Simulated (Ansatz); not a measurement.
# Work function of Nb(110): what the settings cost and change, part 2 of 2

Aim: the numerical settings behind the work function of Nb(110), with the cost of each.

Ansatz 0.2.0; plane-wave DFT, PBE, Ansatz PAW.

So far. Step 8 (Run): The work function is 4.538 eV, -0.004 eV from the run “cutoff 420 eV”, at 0.46 times its CPU time.

## Step 9: Slab

File input.yaml:

```yaml
crystal:
  lattice:
    - [2.3334523779, -1.65, 0.0]
    - [2.3334523779, 1.65, 0.0]
    - [0.0, 0.0, 32.0007142675]
  atoms:
    - { symbol: Nb, position: [0.0, 0.0, 0.2812437224] }
    - { symbol: Nb, position: [0.5, 0.5, 0.3541624816] }
    - { symbol: Nb, position: [0.0, 0.0, 0.4270812408] }
    - { symbol: Nb, position: [0.5, 0.5, 0.5] }
    - { symbol: Nb, position: [0.0, 0.0, 0.5729187592] }
    - { symbol: Nb, position: [0.5, 0.5, 0.6458375184] }
    - { symbol: Nb, position: [0.0, 0.0, 0.7187562776] }
kpoints:
  mp_grid: { grid: [22, 22, 1] }
hamiltonian:
  xc: pbe
scf:
  occupations: { method: fermi_dirac, width: 0.1 }
  convergence: { dr2_threshold: 1.0e-09 }
efield:
  axis: 3
  dipole_correction: true
  ramp_position: 0.97
  ramp_width: 0.06
output:
  write_potential: true
  write_density: true
  volumetric_format: npy
```

Command:

```sh
> ansatz run input.yaml --threads 2 --pin off --max-ram 3072MiB --backend cpu --events-out ev --progress --plain --runs-dir out
```

Numbers of over 12 decimals in the logs are rounded to 6 here.

The program printed:

```text
[...]
Crystal: 7 atoms, lattice volume = 246.418 Å³
Basis set: ecut = 420 eV, 4833 PW (Γ)
Bands: 55, of which v1, the nominal top of the filled ones, is band 46 counted from 1 (45 counted from 0)
Symmetry: 4 space group operations
k-points: 133 of 484
[...]
k-point 0: bands = [... 42 lower, 6.9394, 7.0492, 7.1603, 7.2532, 7.3232, 7.5044, 7.5116, 7.9468, ... 5 higher]
  k-point 1: bands = [... 42 lower, 6.9430, 6.9739, 7.1146, 7.2431, 7.3340, 7.4128, 7.5306, 8.0016, ... 5 higher]
  k-point 2: bands = [... 42 lower, 6.7917, 6.8982, 7.0605, 7.1480, 7.1871, 7.4543, 7.5843, 7.8216, ... 5 higher]
  k-point 132: bands = [... 42 lower, 6.7842, 7.6778, 7.8745, 8.7417, 8.7718, 9.1511, 9.1914, 9.3020, ... 5 higher]
[key lines of the parts left out:]
SCF converged after 10 iterations
Free energy (F): -31864.124529 eV
Fermi energy:    7.020266 eV
Dipole field:    D = -0.000000 V/Å  (p = -0.000000 e·Å, saw-weighted, corrected)
Work function:   Φ+ = 4.5427 eV   Φ− = 4.5427 eV
```

Elapsed: 4.5 min, on 2 threads of Arm Neoverse N1, shared host; peak memory 1.8 GiB.

The work function is 4.543 eV, +0.001 eV from the run “cutoff 420 eV”, at 2.1 times its CPU time.

## Step 10: Run

Changes to input.yaml since step 9:

```diff
@@ -14,3 +14,3 @@
 kpoints:
-  mp_grid: { grid: [22, 22, 1] }
+  mp_grid: { grid: [15, 15, 1] }
 hamiltonian:
@@ -18,3 +18,3 @@
 scf:
-  occupations: { method: fermi_dirac, width: 0.1 }
+  occupations: { method: gaussian, width: 0.05 }
   convergence: { dr2_threshold: 1.0e-09 }
```

The program printed:

```text
[...]
Crystal: 7 atoms, lattice volume = 246.418 Å³
Basis set: ecut = 420 eV, 4833 PW (Γ)
Bands: 55, of which v1, the nominal top of the filled ones, is band 46 counted from 1 (45 counted from 0)
Symmetry: 4 space group operations
k-points: 64 of 225
[...]
k-point 0: bands = [... 42 lower, 6.9272, 7.0428, 7.1511, 7.2404, 7.3125, 7.4990, 7.5058, 7.9395, ... 5 higher]
  k-point 1: bands = [... 42 lower, 6.8902, 6.9244, 7.0723, 7.1959, 7.3140, 7.3648, 7.5431, 7.9885, ... 5 higher]
  k-point 2: bands = [... 42 lower, 6.6405, 6.7573, 6.9227, 7.0005, 7.0364, 7.4593, 7.6655, 7.6921, ... 5 higher]
  k-point 63: bands = [... 42 lower, 6.6209, 7.5501, 7.6367, 8.4624, 8.9179, 9.0622, 9.3167, 9.4552, ... 5 higher]
[key lines of the parts left out:]
SCF converged after 10 iterations
Free energy (F): -31863.964798 eV
Fermi energy:    7.002486 eV
Dipole field:    D = -0.000001 V/Å  (p = -0.000001 e·Å, saw-weighted, corrected)
Work function:   Φ+ = 4.5691 eV   Φ− = 4.5691 eV
```

Elapsed: 2 min, on 2 threads; peak memory 1 GiB; 3.6 min of CPU time.

The work function is 4.569 eV, +0.027 eV from the run “cutoff 420 eV”, at 0.91 times its CPU time.

## Step 11: Slab

Changes to input.yaml since step 10:

```diff
@@ -18,3 +18,3 @@
 scf:
-  occupations: { method: gaussian, width: 0.05 }
+  occupations: { method: methfessel_paxton, width: 0.2 }
   convergence: { dr2_threshold: 1.0e-09 }
```

The program printed:

```text
[...]
Crystal: 7 atoms, lattice volume = 246.418 Å³
Basis set: ecut = 420 eV, 4833 PW (Γ)
Bands: 55, of which v1, the nominal top of the filled ones, is band 46 counted from 1 (45 counted from 0)
Symmetry: 4 space group operations
k-points: 64 of 225
[...]
k-point 0: bands = [... 42 lower, 6.9357, 7.0502, 7.1587, 7.2508, 7.3216, 7.5036, 7.5135, 7.9467, ... 5 higher]
  k-point 1: bands = [... 42 lower, 6.8979, 6.9328, 7.0797, 7.2057, 7.3187, 7.3739, 7.5504, 7.9935, ... 5 higher]
  k-point 2: bands = [... 42 lower, 6.6482, 6.7651, 6.9277, 7.0101, 7.0442, 7.4648, 7.6725, 7.6985, ... 5 higher]
  k-point 63: bands = [... 42 lower, 6.6275, 7.5569, 7.6444, 8.4687, 8.9241, 9.0676, 9.3240, 9.4610, ... 5 higher]
[key lines of the parts left out:]
SCF converged after 10 iterations
Free energy (F): -31863.959904 eV
Fermi energy:    7.000869 eV
Dipole field:    D = -0.000000 V/Å  (p = -0.000000 e·Å, saw-weighted, corrected)
Work function:   Φ+ = 4.5620 eV   Φ− = 4.5620 eV
```

Wall time 2.1 min (2 threads); peak memory 1 GiB.

The work function is 4.562 eV, +0.020 eV from the run “cutoff 420 eV”, at 0.99 times its CPU time.

## Step 12: Run

Changes to input.yaml since step 11:

```diff
@@ -18,3 +18,3 @@
 scf:
-  occupations: { method: methfessel_paxton, width: 0.2 }
+  occupations: { method: fermi_dirac, width: 0.3 }
   convergence: { dr2_threshold: 1.0e-09 }
```

The program printed:

```text
band count auto-derived: 62 (N_el = 91.0; filled up to band 46; 55 by the electrons, moments and atoms)
[...]
Crystal: 7 atoms, lattice volume = 246.418 Å³
Basis set: ecut = 420 eV, 4833 PW (Γ)
Bands: 62, of which v1, the nominal top of the filled ones, is band 46 counted from 1 (45 counted from 0)
Symmetry: 4 space group operations
k-points: 64 of 225
[...]
k-point 0: bands = [... 42 lower, 6.9274, 7.0318, 7.1449, 7.2294, 7.3007, 7.4880, 7.5016, 7.9351, ... 12 higher]
  k-point 1: bands = [... 42 lower, 6.8779, 6.9237, 7.0650, 7.1851, 7.3169, 7.3566, 7.5313, 7.9891, ... 12 higher]
  k-point 2: bands = [... 42 lower, 6.6366, 6.7537, 6.9270, 6.9903, 7.0266, 7.4627, 7.6659, 7.6914, ... 12 higher]
  k-point 63: bands = [... 42 lower, 6.6149, 7.5473, 7.6356, 8.4607, 8.9155, 9.0730, 9.3058, 9.4589, ... 12 higher]
[key lines of the parts left out:]
SCF converged after 9 iterations
Free energy (F): -31865.311360 eV
Fermi energy:    7.096659 eV
Dipole field:    D = -0.000000 V/Å  (p = -0.000000 e·Å, saw-weighted, corrected)
Work function:   Φ+ = 4.4801 eV   Φ− = 4.4801 eV
```

The job ended after 2.2 min (2 threads; peak memory 1.2 GiB).

The work function is 4.480 eV, -0.062 eV from the run “cutoff 420 eV”, at 1.0 times its CPU time.

## Step 13: Slab

Changes to input.yaml since step 12:

```diff
@@ -18,3 +18,3 @@
 scf:
-  occupations: { method: fermi_dirac, width: 0.3 }
+  occupations: { method: cold, width: 0.1 }
   convergence: { dr2_threshold: 1.0e-09 }
```

The program printed:

```text
[...]
Crystal: 7 atoms, lattice volume = 246.418 Å³
Basis set: ecut = 420 eV, 4833 PW (Γ)
Bands: 55, of which v1, the nominal top of the filled ones, is band 46 counted from 1 (45 counted from 0)
Symmetry: 4 space group operations
k-points: 64 of 225
[...]
k-point 0: bands = [... 42 lower, 6.9312, 7.0479, 7.1556, 7.2461, 7.3181, 7.5024, 7.5118, 7.9442, ... 5 higher]
  k-point 1: bands = [... 42 lower, 6.8955, 6.9285, 7.0771, 7.2014, 7.3174, 7.3701, 7.5485, 7.9918, ... 5 higher]
  k-point 2: bands = [... 42 lower, 6.6458, 6.7615, 6.9261, 7.0059, 7.0417, 7.4628, 7.6695, 7.6962, ... 5 higher]
  k-point 63: bands = [... 42 lower, 6.6262, 7.5548, 7.6412, 8.4671, 8.9224, 9.0654, 9.3221, 9.4592, ... 5 higher]
[key lines of the parts left out:]
SCF converged after 10 iterations
Free energy (F): -31863.959082 eV
Fermi energy:    7.003599 eV
Dipole field:    D = -0.000000 V/Å  (p = -0.000000 e·Å, saw-weighted, corrected)
Work function:   Φ+ = 4.5621 eV   Φ− = 4.5621 eV
```

Elapsed: 2 min, on 2 threads; peak memory 1 GiB.

The work function is 4.562 eV, +0.020 eV from the run “cutoff 420 eV”, at 0.93 times its CPU time.

## Step 14: Comparing the runs

Times are for 2 threads of Arm Neoverse N1, shared host. The runs compared:

| no. | setting | work function, upper face (eV) | time | memory (GiB) |
| --- | --- | --- | --- | --- |
| 1 | cutoff 200 eV | 4.637 | 60 s | 0.51 |
| 2 | cutoff 300 eV | 4.543 | 93 s | 0.73 |
| 3 | cutoff 420 eV | 4.542 | 2.2 min | 1.0 |
| 4 | cutoff 600 eV | 4.542 | 3.7 min | 1.6 |
| 5 | mesh 3x3 | 4.583 | 11 s | 0.44 |
| 6 | mesh 5x5 | 4.536 | 20 s | 0.48 |
| 7 | mesh 10x10 | 4.538 | 61 s | 0.69 |
| 8 | mesh 22x22 | 4.543 | 4.5 min | 1.8 |
| 9 | Gaussian smearing 0.05 eV | 4.569 | 2 min | 1.0 |
| 10 | methfessel_paxton smearing 0.2 eV | 4.562 | 2.1 min | 1.0 |
| 11 | fermi_dirac smearing 0.3 eV | 4.480 | 2.2 min | 1.2 |
| 12 | cold smearing 0.1 eV | 4.562 | 2 min | 1.0 |

## Step 15: A changed input

An input spoilt on purpose, to show how the run answers: it repeats the earlier run “cutoff 200 eV” with scf.convergence.dr2_threshold from 1e-09 to 0.0, and scf.max_iter set to 60; its output block differs too.

Changes to input.yaml since step 13:

```diff
@@ -18,4 +18,5 @@
 scf:
-  occupations: { method: cold, width: 0.1 }
-  convergence: { dr2_threshold: 1.0e-09 }
+  occupations: { method: fermi_dirac, width: 0.1 }
+  convergence: { dr2_threshold: 0.0 }
+  max_iter: 60
 efield:
@@ -25,2 +26,4 @@
   ramp_width: 0.06
+basis:
+  ecutwfc: "200 eV"
 output:
```

The program printed:

```text
Error: invalid value for `scf.convergence.dr2_threshold`: must be finite and > 0; got 0 eV
```

Run time: 0.02 s. Hardware: 2 threads; peak memory 0.06 GiB.

The input was rejected at the start.

The program's message: “Error: invalid value for `scf.convergence.dr2_threshold`: must be finite and > 0; got 0 eV”

The fault put into the input: a threshold that can't be met.

## Step 16: Results

| Property | Result |
| --- | --- |
| work function, cutoff 200 eV | 4.637 eV |
| work function, cutoff 420 eV | 4.542 eV |
| work function, cutoff 600 eV | 4.542 eV |
| work function, fermi_dirac smearing 0.3 eV | 4.480 eV |

In words: The run at the highest cutoff gives 4.54 eV, and the settings tried spread the value from 4.48 to 4.64 eV. Against 600 eV, a cutoff of 200 eV is off by +0.095 eV. Against 600 eV, a cutoff of 420 eV is off by -0.000 eV. Against the finest mesh, 22 points along a, the coarser ones are off by +0.04 (3), -0.01 (5) and -0.00 (10) eV. The smearing schemes and widths spread it over 0.09 eV. The ladder's slabs use the tabulated experimental lattice constant (two decimals; a low-temperature value for the alkali metals). In 1 run of the series (cutoff 200 eV) the program warns that electrons reach the sawtooth's ramp, which makes dipole and work function less sure.

Calculation against experiment:

| quantity | measured | cutoff 600 eV |
| --- | --- | --- |
| work function (clean (110) face, a compiled value) (eV) | 4.63 | 4.54 (-0.09 eV) |

Measured values from arxiv:1902.07811 (2019).

**Verdict.** The work function is off by -0.09 eV: good agreement. The grades are ours: good and fair within 3 and 7 % for the work function. No cell relaxation is part of this session.

[Logs are printed without paths, hosts, clocks, repeated set-up lines and the standing remarks that a program may print on its own settings, such as how far it seeks lower states.]

[Hosts, paths, dates, database ids (printed as entryN), source tags and the programs' standing remarks are cut or masked in the printed files.]

[Maps of the electrostatic potential energy from Ansatz leave out the sawtooth potential of an applied field or a dipole correction, so their vacuum need not be flat; planar profiles and work functions include it.]
